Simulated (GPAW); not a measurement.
# free-standing triangular W monolayer, spacing 3.069 A: cost and accuracy of the plane-wave cutoff

Two starts of free-standing triangular W monolayer, spacing 3.069 A are run at each rung of the plane-wave cutoff. Which rung is enough?

Program: GPAW 26.7.0. Level of theory: PBE; plane waves with GPAW's PAW setups, scalar-relativistic. Results are calculated unless marked as measured.

**1. Starting point**

The cell holds 1 atom: 1 W. Cell: a = 3.069 Å, b = 3.069 Å, c = 14.000 Å, α = 90.0°, β = 90.0°, γ = 120.0°. model lattice. Vacuum lies along c.

**2. Rung 1 (250 eV), start ferro +**

The ladder starts at a low cutoff and climbs, to see from where on the results stand still.

The input, order1.py:

```python
import json
import numpy as np
from ase import Atoms
from ase.parallel import paropen, parprint
from gpaw import GPAW

atoms = Atoms(['W'],
    cell=[[3.069, 0.0, 0.0],
         [-1.5345, 2.657832, 0.0],
         [0.0, 0.0, 14.0]],
    scaled_positions=[[0.0, 0.0, 0.5]],
    pbc=True,
    magmoms=[1.0])
atoms.calc = GPAW(mode={'name': 'pw', 'ecut': 250},
    xc='PBE',
    kpts={'size': (10, 10, 1), 'gamma': True},
    occupations={'name': 'fermi-dirac', 'width': 0.05},
    convergence={'density': 1e-05, 'energy': 1e-05},
    maxiter=200,
    symmetry={'tolerance': 1e-4},
    txt='order1.txt')
e = atoms.get_potential_energy(force_consistent=True)
res = {'free_energy': e, 'energy_sigma0': atoms.get_potential_energy(), 'fermi_energy': atoms.calc.get_fermi_level()}
res['moments'] = atoms.get_magnetic_moments().tolist()
res['total'] = atoms.get_magnetic_moment()
parprint('site moments (muB):', np.round(res['moments'], 3))
parprint(f"total moment: {res['total']:.3f} muB")
parprint(f'free energy: {e:.6f} eV')
atoms.calc.write('order1.gpw')
with paropen('results.json', 'w') as f:
    json.dump(res, f)
```

Launch:

```sh
OMP_NUM_THREADS=1 python3 order1.py > order1.log
```

Output:

```text
site moments (muB): [0.13]
total moment: 0.205 muB
free energy: -7.055920 eV

--- order1.txt ---
Input parameters:
  mode=PW(ecut=250),
  convergence={'density': 1e-05, 'energy': 1e-05},
  kpts=MonkhorstPack(size=(10, 10, 1), gamma=True),
  maxiter=200,
  occupations=Occupations(name='fermi-dirac', width=0.05),
  symmetry=Symmetry(tolerance=0.0001),
  xc=XC(name='PBE')

Diagonalizing LCAO Hamiltonian
Converting LCAO to pw mode

       W

Atoms  # Å, Bohr magnetons
|   | symbol |        x |        y |        z |    initial magnetic moments |
|---|--------|----------|----------|----------|-----------------------------|
| 0 |      W | 0.000000 | 0.000000 | 7.000000 | ( 0.0000,  0.0000,  1.0000) |

Unit cell  # Å
| periodic |         x |        y |         z |   lengths |     angles |
|----------|-----------|----------|-----------|-----------|------------|
|      yes |  3.069000 | 0.000000 |  0.000000 |  3.069000 |  90.000000 |
|      yes | -1.534500 | 2.657832 |  0.000000 |  3.069000 |  90.000000 |
|      yes |  0.000000 | 0.000000 | 14.000000 | 14.000000 | 120.000000 |

Number of symmetries: 24

BZ-sampling:
  Number of BZ points: 100
  Number of IBZ points: 14

  Monkhorst-Pack size: [10, 10, 1]
  Monkhorst-Pack shift: [0.05, 0.05, 0.0]

Plane wave coefficients: 1036
Cutoff: 250.0 eV

Spin-components: 2 (collinear spins)
Bands:           13
Projectors:      6
Spin-degeneracy: 1
Datatype:        complex128

Parallelization:
  kpt:    1
  domain: 1
  band:   1

Density:
  Valence electrons: 14.0
  Components: 2
  Grid points: [12 12 54]
  Charge: 0.0  # |e|

Potential:
  Grid points: [12 12 54]

[... setups left out ...]
Reference energy: -438771.671655  # eV

eigensolver:
  PPCG
  Converge bands: occupied
  niter=2

density mixing:
  MSR1-Mixer
  Pratt-step length: 0.05
  Maximum mixing coefficient: 0.75
  Old densities: 10
  SVD Regularization: 0.005
  Good broyden scale: 1.0
  Trust region scale: 1.0
  Backstep threshold: 4.0
  History deletion threshold: 6.0
  Fourier metric: weight=20.0, sigma=0.015

occupation numbers:
  Fermi-Dirac:
    width: 0.0500  # eV

poisson solver:
  ecut: 2000.0  # eV

xc functional:
  name: PBE with 2 nearest neighbor stencil

convergence criteria:
- Maximum integral of absolute [dens]ity change: 1e-05 electrons / valence electron
- Maximum [total energy] change in last 3 cyles: 1e-05 eV / valence electron
- Maximum integral of absolute [eigenst]ate change: 4e-08 eV^2 / valence electron
maximum number of iterations: 200

SCF iterations
|iter     |      energy | eigst |  dens |  magmom |
|---------|-------------|-------|-------|---------|
|iter:   1|       0s |   -7.390936 | -0.54 |       |  +1.0011|
|iter:   2|       0s |   -7.324134 | -2.09 | -0.91 |  +0.9749|
|iter:   3|       0s |   -7.024963 | -1.33 | -0.95 |  +0.6638|
|iter:   4|       1s |   -7.038310 | -2.86 | -1.52 |  +0.5500|
|iter:   5|       1s |   -7.046803 | -3.32 | -1.75 |  +0.4235|
|iter:   6|       1s |   -7.047741 | -4.01 | -2.25 |  +0.3992|
|iter:   7|       1s |   -7.048282 | -4.27 | -2.50 |  +0.3935|
|iter:   8|       2s |   -7.048393 | -4.85 | -2.75 |  +0.4060|
|iter:   9|       2s |   -7.048688 | -4.23 | -2.74 |  +0.4663|
|iter:  10|       2s |   -7.049440 | -3.94 | -2.72 |  +0.5399|
|iter:  11|       2s |   -7.048561 | -3.85 | -2.51 |  +0.4473|
|iter:  12|       3s |   -7.049461 | -3.86 | -2.77 |  +0.5402|
|iter:  13|       3s |   -7.048603 | -3.97 | -2.47 |  +0.4525|
[...]
|iter:  18|       4s |   -7.045970 | -4.36 | -2.76 |  +0.2283|
|iter:  19|       4s |   -7.046567 | -4.83 | -2.75 |  +0.2710|
|iter:  20|       5s |   -7.046200 | -5.17 | -2.82 |  +0.2527|
|iter:  21|       5s |   -7.045904 | -4.86 | -2.95 |  +0.2295|
|iter:  22|       5s |   -7.045843 | -4.88 | -3.18 |  +0.2047|
|iter:  23|       5s |   -7.046038 | -5.01 | -4.21 |  +0.1833|
|iter:  24|       6s |   -7.045899 | -5.67 | -3.16 |  +0.1955|
|iter:  25|       6s |   -7.045867 | -6.19 | -3.51 |  +0.2000|
|iter:  26|       6s |   -7.045846c| -6.41 | -3.76 |  +0.2041|
|iter:  27|       6s |   -7.045842c| -7.16 | -4.38 |  +0.2054|
|iter:  28|       7s |   -7.045842c| -7.95c| -5.33c|  +0.2052|

Converged in 28 steps
Energy contributions relative to reference atoms: (reference = -438771.671655)

Energy contributions:
  Kinetic:         -22.679534
  Coulomb:          17.788445
  Zero:              0.181918
  External:          0.000000
  Xc:               -2.326594
  Entropy:          -0.020156
  Spinorbit:         0.000000
  ----------------------------
  Free energy:      -7.055920
  Extrapolated:     -7.045842

dipole moment: (-5.713863, -9.896700, 0.000014)  # |e|*Ang

Total magnetic moment: (0.000000, 0.000000, 0.205186)

Local magnetic moments
|        x |        y |        z |
|----------|----------|----------|
| 0.000000 | 0.000000 | 0.129631 |  # W    0

Fermi level: -2.296
Eigenvalues  # (at kpt = [0.000, 0.000, 0.000])
| band index |      eig [eV] | occ [0-1] |      eig [eV] | occ [0-1] |
|------------|---------------|-----------|---------------|-----------|
|          0 |       -76.487 |     1.000 |       -76.419 |     1.000 |
|          1 |       -41.175 |     1.000 |       -41.018 |     1.000 |
|          2 |       -40.471 |     1.000 |       -40.411 |     1.000 |
|          3 |       -40.471 |     1.000 |       -40.411 |     1.000 |
|          4 |        -7.683 |     1.000 |        -7.651 |     1.000 |
|          5 |        -3.353 |     1.000 |        -3.017 |     1.000 |
|          6 |        -2.179 |     0.089 |        -2.131 |     0.036 |
|          7 |        -2.179 |     0.089 |        -2.131 |     0.036 |
|          8 |        -1.468 |     0.000 |        -1.339 |     0.000 |
|          9 |        -0.279 |     0.000 |        -0.170 |     0.000 |
|         10 |        -0.279 |     0.000 |        -0.170 |     0.000 |
|         11 |         2.410 |     0.000 |         2.453 |     0.000 |
|         12 |         3.337 |     0.000 |         3.371 |     0.000 |

No gap
No difference between direct/indirect transitions
```

The job ended after 8.5 s (1 MPI rank of AMD EPYC 9B45 (Zen 5), shared host; peak memory 0.15 GiB).

This step gave:

| Property | Result |
| --- | --- |
| magnetization | 0.2052 μB |
| final state | weakly magnetic |
| largest moment | 0.1296 μB |

After 28 cycles the largest moment is only 0.130 μB.

**3. Rung 1 (250 eV), start antiferro q=(0,1/2,0) +-**

The second start gives the energy difference between the two end states, the quantity that is followed up the ladder. Its q is in fractions of the reciprocal vectors of the first run's cell.

order2.py is the script of step 2 with these lines changed:

```diff
@@ -6,12 +6,13 @@
 
-atoms = Atoms(['W'],
+atoms = Atoms(['W', 'W'],
     cell=[[3.069, 0.0, 0.0],
-         [-1.5345, 2.657832, 0.0],
+         [-3.069, 5.315664, 0.0],
          [0.0, 0.0, 14.0]],
-    scaled_positions=[[0.0, 0.0, 0.5]],
+    scaled_positions=[[0.0, 0.0, 0.5],
+         [0.0, 0.5, 0.5]],
     pbc=True,
-    magmoms=[1.0])
+    magmoms=[1.0, -1.0])
 atoms.calc = GPAW(mode={'name': 'pw', 'ecut': 250},
     xc='PBE',
-    kpts={'size': (10, 10, 1), 'gamma': True},
+    kpts={'size': (10, 5, 1), 'gamma': True},
     occupations={'name': 'fermi-dirac', 'width': 0.05},
@@ -20,3 +21,3 @@
     symmetry={'tolerance': 1e-4},
-    txt='order1.txt')
+    txt='order2.txt')
 e = atoms.get_potential_energy(force_consistent=True)
@@ -28,3 +29,3 @@
 parprint(f'free energy: {e:.6f} eV')
-atoms.calc.write('order1.gpw')
+atoms.calc.write('order2.gpw')
 with paropen('results.json', 'w') as f:
```

Launch:

```sh
OMP_NUM_THREADS=1 python3 order2.py > order2.log
```

Output:

```text
site moments (muB): [ 1.175 -1.175]
total moment: 0.000 muB
free energy: -14.373480 eV

--- order2.txt ---
Input parameters:
  mode=PW(ecut=250),
  convergence={'density': 1e-05, 'energy': 1e-05},
  kpts=MonkhorstPack(size=(10, 5, 1), gamma=True),
  maxiter=200,
  occupations=Occupations(name='fermi-dirac', width=0.05),
  symmetry=Symmetry(tolerance=0.0001),
  xc=XC(name='PBE')

Diagonalizing LCAO Hamiltonian
Converting LCAO to pw mode

         W
           W

Atoms  # Å, Bohr magnetons
|   | symbol |         x |        y |        z |    initial magnetic moments |
|---|--------|-----------|----------|----------|-----------------------------|
| 0 |      W |  0.000000 | 0.000000 | 7.000000 | ( 0.0000,  0.0000,  1.0000) |
| 1 |      W | -1.534500 | 2.657832 | 7.000000 | ( 0.0000,  0.0000, -1.0000) |

Number of symmetries: 4

BZ-sampling:
  Number of BZ points: 50
  Number of IBZ points: 26

  Monkhorst-Pack size: [10, 5, 1]
  Monkhorst-Pack shift: [0.05, 0.0, 0.0]

Plane wave coefficients: 2068
Cutoff: 250.0 eV

Spin-components: 2 (collinear spins)
Bands:           21
Projectors:      12
Spin-degeneracy: 1
Datatype:        complex128

Parallelization:
  kpt:    1
  domain: 1
  band:   1

Density:
  Valence electrons: 28.0
  Components: 2
  Grid points: [12 24 54]
  Charge: 0.0  # |e|

Potential:
  Grid points: [12 24 54]

[... setups left out ...]
Reference energy: -877543.343310  # eV

convergence criteria:
- Maximum integral of absolute [dens]ity change: 1e-05 electrons / valence electron
- Maximum [total energy] change in last 3 cyles: 1e-05 eV / valence electron
[...]
|iter:  15|      19s |  -14.354566c| -6.44 | -3.92 |  -0.0000|
|iter:  16|      20s |  -14.354564c| -7.23 | -4.21 |  +0.0000|
|iter:  17|      21s |  -14.354562c| -7.52c| -4.87 |  +0.0000|
|iter:  18|      21s |  -14.354562c| -7.76c| -5.54c|  +0.0000|

Converged in 18 steps
Energy contributions relative to reference atoms: (reference = -877543.343310)

Energy contributions:
  Kinetic:         -35.471815
  Coulomb:          27.755609
  Zero:              0.329162
  External:          0.000000
  Xc:               -6.948601
  Entropy:          -0.037835
  Spinorbit:         0.000000
  ----------------------------
  Free energy:     -14.373480
  Extrapolated:    -14.354562

dipole moment: (-11.421089, -19.781896, 0.000028)  # |e|*Ang

Total magnetic moment: (0.000000, 0.000000, 0.000001)

Local magnetic moments
|        x |        y |         z |
|----------|----------|-----------|
| 0.000000 | 0.000000 |  1.175203 |  # W    0
| 0.000000 | 0.000000 | -1.175203 |  # W    1

Fermi level: -2.337
Eigenvalues  # (at kpt = [0.000, 0.000, 0.000])
| band index |      eig [eV] | occ [0-1] |      eig [eV] | occ [0-1] |
|------------|---------------|-----------|---------------|-----------|
|          0 |       -76.408 |     1.000 |       -76.408 |     1.000 |
|        ... |               |           |               |           |
|          4 |       -40.594 |     1.000 |       -40.594 |     1.000 |
|          5 |       -40.005 |     1.000 |       -40.005 |     1.000 |
|          6 |       -40.000 |     1.000 |       -40.000 |     1.000 |
|          7 |       -39.961 |     1.000 |       -39.961 |     1.000 |
[...]
|         17 |        -0.332 |     0.000 |        -0.332 |     0.000 |
|         18 |         0.201 |     0.000 |         0.201 |     0.000 |
|         19 |         0.406 |     0.000 |         0.406 |     0.000 |
|         20 |         1.734 |     0.000 |         1.734 |     0.000 |

No gap
No difference between direct/indirect transitions
```

Elapsed: 25 s, on 1 MPI rank; peak memory 0.21 GiB.

Numbers from this step:

- magnetization: 0 μB
- final state: antiferromagnetic
- largest moment: 1.175 μB

This start lies -130.8 meV a seeded atom from the first; its largest moment is 1.18 μB.

**4. Rung 2 (325 eV), start ferro +**

order1.py is the script of step 2 with these lines changed:

```diff
@@ -13,3 +13,3 @@
     magmoms=[1.0])
-atoms.calc = GPAW(mode={'name': 'pw', 'ecut': 250},
+atoms.calc = GPAW(mode={'name': 'pw', 'ecut': 325},
     xc='PBE',
```

Launch:

```sh
OMP_NUM_THREADS=1 python3 order1.py > order1.log
```

Output:

```text
site moments (muB): [0.131]
total moment: 0.205 muB
free energy: -7.194893 eV

--- order1.txt ---
Input parameters:
  mode=PW(ecut=325),
  convergence={'density': 1e-05, 'energy': 1e-05},
  kpts=MonkhorstPack(size=(10, 10, 1), gamma=True),
  maxiter=200,
  occupations=Occupations(name='fermi-dirac', width=0.05),
  symmetry=Symmetry(tolerance=0.0001),
  xc=XC(name='PBE')

Diagonalizing LCAO Hamiltonian
[...]
|          3 |       -40.463 |     1.000 |       -40.403 |     1.000 |
|          4 |        -7.667 |     1.000 |        -7.635 |     1.000 |
[...]
|          9 |        -0.290 |     0.000 |        -0.181 |     0.000 |
|         10 |        -0.290 |     0.000 |        -0.181 |     0.000 |
|         11 |         2.406 |     0.000 |         2.451 |     0.000 |
|         12 |         3.327 |     0.000 |         3.361 |     0.000 |

No gap
No difference between direct/indirect transitions


[key lines of the parts left out:]
Free energy:      -7.194893
Converged in 25 steps
dipole moment: (-5.716446, -9.901176, 0.000014)  # |e|*Ang
Fermi level: -2.296
```

It took 10 s on 1 MPI rank; peak memory 0.16 GiB.

This step gave:

- magnetization: 0.2049 μB
- final state: weakly magnetic
- largest moment: 0.1306 μB

After 25 cycles the largest moment is only 0.131 μB.

**5. Rung 2 (325 eV), start antiferro q=(0,1/2,0) +-**

order2.py is the script of step 3 with these lines changed:

```diff
@@ -14,3 +14,3 @@
     magmoms=[1.0, -1.0])
-atoms.calc = GPAW(mode={'name': 'pw', 'ecut': 250},
+atoms.calc = GPAW(mode={'name': 'pw', 'ecut': 325},
     xc='PBE',
```

Launch:

```sh
OMP_NUM_THREADS=1 python3 order2.py > order2.log
```

Output:

```text
site moments (muB): [ 1.204 -1.204]
total moment: 0.000 muB
free energy: -14.656352 eV

--- order2.txt ---
Input parameters:
  mode=PW(ecut=325),
  convergence={'density': 1e-05, 'energy': 1e-05},
  kpts=MonkhorstPack(size=(10, 5, 1), gamma=True),
  maxiter=200,
  occupations=Occupations(name='fermi-dirac', width=0.05),
  symmetry=Symmetry(tolerance=0.0001),
  xc=XC(name='PBE')

Diagonalizing LCAO Hamiltonian
[...]
|          6 |       -39.977 |     1.000 |       -39.977 |     1.000 |
|          7 |       -39.940 |     1.000 |       -39.940 |     1.000 |
[...]
|         17 |        -0.322 |     0.000 |        -0.322 |     0.000 |
|         18 |         0.202 |     0.000 |         0.202 |     0.000 |
|         19 |         0.413 |     0.000 |         0.413 |     0.000 |
|         20 |         1.737 |     0.000 |         1.737 |     0.000 |

No gap
No difference between direct/indirect transitions


[key lines of the parts left out:]
Free energy:     -14.656352
Converged in 18 steps
dipole moment: (-11.425899, -19.790227, 0.000028)  # |e|*Ang
Fermi level: -2.334
```

Wall time 37 s (1 MPI rank); peak memory 0.25 GiB.

This step gave:

| Property | Result |
| --- | --- |
| magnetization | 0 μB |
| final state | antiferromagnetic |
| largest moment | 1.204 μB |

This start lies -133.3 meV a seeded atom from the first, a change of -2.5 meV since rung 1; its largest moment is 1.20 μB.

**6. Rung 3 (400 eV), start ferro +**

order1.py is the script of step 4 with these lines changed:

```diff
@@ -13,3 +13,3 @@
     magmoms=[1.0])
-atoms.calc = GPAW(mode={'name': 'pw', 'ecut': 325},
+atoms.calc = GPAW(mode={'name': 'pw', 'ecut': 400},
     xc='PBE',
```

Launch:

```sh
OMP_NUM_THREADS=1 python3 order1.py > order1.log
```

Output:

```text
site moments (muB): [0.13]
total moment: 0.204 muB
free energy: -7.237140 eV

--- order1.txt ---
Input parameters:
  mode=PW(ecut=400),
  convergence={'density': 1e-05, 'energy': 1e-05},
  kpts=MonkhorstPack(size=(10, 10, 1), gamma=True),
  maxiter=200,
  occupations=Occupations(name='fermi-dirac', width=0.05),
  symmetry=Symmetry(tolerance=0.0001),
  xc=XC(name='PBE')

Diagonalizing LCAO Hamiltonian
[...]
|          3 |       -40.451 |     1.000 |       -40.392 |     1.000 |
|          4 |        -7.664 |     1.000 |        -7.632 |     1.000 |
[...]
|          9 |        -0.294 |     0.000 |        -0.186 |     0.000 |
|         10 |        -0.294 |     0.000 |        -0.186 |     0.000 |
|         11 |         2.405 |     0.000 |         2.449 |     0.000 |
|         12 |         3.323 |     0.000 |         3.357 |     0.000 |

No gap
No difference between direct/indirect transitions


[key lines of the parts left out:]
Free energy:      -7.237140
Converged in 32 steps
dipole moment: (-5.716698, -9.901612, 0.000014)  # |e|*Ang
Fermi level: -2.296
```

Wall time 15 s (1 MPI rank); peak memory 0.18 GiB.

This step gave:

| Item | Value |
| --- | --- |
| magnetization | 0.2036 μB |
| final state | weakly magnetic |
| largest moment | 0.1302 μB |

After 32 cycles the largest moment is only 0.130 μB.

**7. Rung 3 (400 eV), start antiferro q=(0,1/2,0) +-**

order2.py is the script of step 5 with these lines changed:

```diff
@@ -14,3 +14,3 @@
     magmoms=[1.0, -1.0])
-atoms.calc = GPAW(mode={'name': 'pw', 'ecut': 325},
+atoms.calc = GPAW(mode={'name': 'pw', 'ecut': 400},
     xc='PBE',
```

Launch:

```sh
OMP_NUM_THREADS=1 python3 order2.py > order2.log
```

Output:

```text
site moments (muB): [ 1.214 -1.214]
total moment: -0.000 muB
free energy: -14.743430 eV

--- order2.txt ---
Input parameters:
  mode=PW(ecut=400),
  convergence={'density': 1e-05, 'energy': 1e-05},
  kpts=MonkhorstPack(size=(10, 5, 1), gamma=True),
  maxiter=200,
  occupations=Occupations(name='fermi-dirac', width=0.05),
  symmetry=Symmetry(tolerance=0.0001),
  xc=XC(name='PBE')

Diagonalizing LCAO Hamiltonian
[...]
|          6 |       -39.958 |     1.000 |       -39.958 |     1.000 |
|          7 |       -39.925 |     1.000 |       -39.925 |     1.000 |
[...]
|         17 |        -0.319 |     0.000 |        -0.319 |     0.000 |
|         18 |         0.203 |     0.000 |         0.203 |     0.000 |
|         19 |         0.414 |     0.000 |         0.414 |     0.000 |
|         20 |         1.725 |     0.000 |         1.725 |     0.000 |

No gap
No difference between direct/indirect transitions


[key lines of the parts left out:]
Free energy:     -14.743430
Converged in 18 steps
dipole moment: (-11.426233, -19.790806, 0.000028)  # |e|*Ang
Fermi level: -2.333
```

Wall time 45 s (1 MPI rank); peak memory 0.3 GiB.

Numbers from this step:

```yaml
magnetization: 0 μB
final_state: antiferromagnetic
largest_moment: 1.214 μB
```

This start lies -134.6 meV a seeded atom from the first, a change of -1.3 meV since rung 2; its largest moment is 1.21 μB.

**8. Rung 4 (500 eV), start ferro +**

order1.py is the script of step 6 with these lines changed:

```diff
@@ -13,3 +13,3 @@
     magmoms=[1.0])
-atoms.calc = GPAW(mode={'name': 'pw', 'ecut': 400},
+atoms.calc = GPAW(mode={'name': 'pw', 'ecut': 500},
     xc='PBE',
```

Launch:

```sh
OMP_NUM_THREADS=1 python3 order1.py > order1.log
```

Output:

```text
site moments (muB): [0.13]
total moment: 0.203 muB
free energy: -7.248286 eV

--- order1.txt ---
Input parameters:
  mode=PW(ecut=500),
  convergence={'density': 1e-05, 'energy': 1e-05},
  kpts=MonkhorstPack(size=(10, 10, 1), gamma=True),
  maxiter=200,
  occupations=Occupations(name='fermi-dirac', width=0.05),
  symmetry=Symmetry(tolerance=0.0001),
  xc=XC(name='PBE')

Diagonalizing LCAO Hamiltonian
[...]
|          3 |       -40.450 |     1.000 |       -40.390 |     1.000 |
|          4 |        -7.664 |     1.000 |        -7.632 |     1.000 |
[...]
|          9 |        -0.294 |     0.000 |        -0.186 |     0.000 |
|         10 |        -0.294 |     0.000 |        -0.186 |     0.000 |
|         11 |         2.405 |     0.000 |         2.448 |     0.000 |
|         12 |         3.322 |     0.000 |         3.356 |     0.000 |

No gap
No difference between direct/indirect transitions


[key lines of the parts left out:]
Free energy:      -7.248286
Converged in 25 steps
dipole moment: (-5.716821, -9.901824, 0.000014)  # |e|*Ang
Fermi level: -2.295
```

Wall time 14 s (1 MPI rank); peak memory 0.19 GiB.

Read from the output:

```
magnetization  : 0.2034 μB
final state    : weakly magnetic
largest moment : 0.1301 μB
```

After 25 cycles the largest moment is only 0.130 μB.

(Part 1 of 2 ends here.)

[Logs and program files are shortened in this print: banners, set-up blocks, solver, clock and traceback lines can be left out without a mark of their own.]

[Logs are printed without paths, hosts, clocks, repeated set-up lines and the standing remarks that a program may print on its own settings, such as how far it seeks lower states.]

[Hosts, paths, dates, database ids (printed as entryN), source tags and the programs' standing remarks are cut or masked in the printed files.]

[Where a cell is said to come from a database of computed structures, the database is the Materials Project.]
